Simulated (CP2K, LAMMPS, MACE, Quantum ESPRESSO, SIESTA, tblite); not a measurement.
# Bulk modulus two ways: amorphous 30In2O3-70HfO2 (mol %) (83 atoms), QE, PBE

The cell holds 83 atoms (14 In, 16 Hf and 53 O). Recipe: 83 atoms (14 Sc, 16 Zr, 53 O) placed at random at 4.52 g/cm³, melted at 5000 K for 10 ps at fixed volume with the Morse and Coulomb pair potential with partial charges (Pedone, Malavasi, Menziani, Cormack and Segre, J. Phys. Chem. B 110, 11780 (2006)). Quenched from 5000 K to 300 K at 200 K/ps and fixed volume, held 10 ps at zero pressure, then minimised at fixed cell. Then Sc was replaced by In, Zr was replaced by Hf and the cell scaled by 1.022 (the potential has no terms for the new elements, so the cell is a start for a DFT relaxation). Then the atoms were relaxed with MACE MP-0b3 medium in the fixed cell.

Calculated with Quantum ESPRESSO 7.5: PBE; plane waves, SSSP efficiency, 60/480 Ry; k-points Γ. The cell is scaled evenly by ±3 % in volume, and MACE MP-0b3 medium relaxes the atoms at each volume before the single point.

| volume (Å³/atom) | energy less the middle row's (meV/atom) | pressure (GPa) |
| --- | --- | --- |
| 13.336 | -5.773 | -0.782 |
| 13.748 | 0.000 | -4.053 |
| 14.161 | 13.438 | -6.490 |

Task: Find the bulk modulus at the middle volume from the pressures and from the energies, and check the printed pressure against the slope of the energy (1 meV/Å³ = 0.16022 GPa).

Worked:

The step is h = 0.4124 Å³. From pressures: B = −V dP/dV = 13.748 × (-0.782 − (-6.490)) / (2 × 0.4124) = 95.1 GPa.

From energies: B = V d²E/dV² = 13.748 × (-5.773 + (13.438)) / 0.4124² = 619.5 meV/Å³ = 99.2 GPa.

Slope: P = −dE/dV = −(13.438 − (-5.773)) / (2 × 0.4124) = -23.3 meV/Å³ = -3.73 GPa, against -4.05 GPa printed.

The two moduli agree within 4 %.

A central difference over ±3 % overstates P by about B(1 + B′)(0.03)²/6, some 0.07 GPa for B′ = 4. The atoms follow MACE MP-0b3 medium, so this level's forces do work along the path, which enters the energies but not the printed pressures. A stress printed at a finite cutoff holds the number of plane waves fixed and tends to come out low, which is the sign found here.

Limits: three points, a static cell at zero temperature, the cell shape held; the modulus is that at -4.1 GPa, not at zero pressure.

[Hosts, paths, dates, database ids (printed as entryN), source tags and the programs' standing remarks are cut or masked in the printed files.]
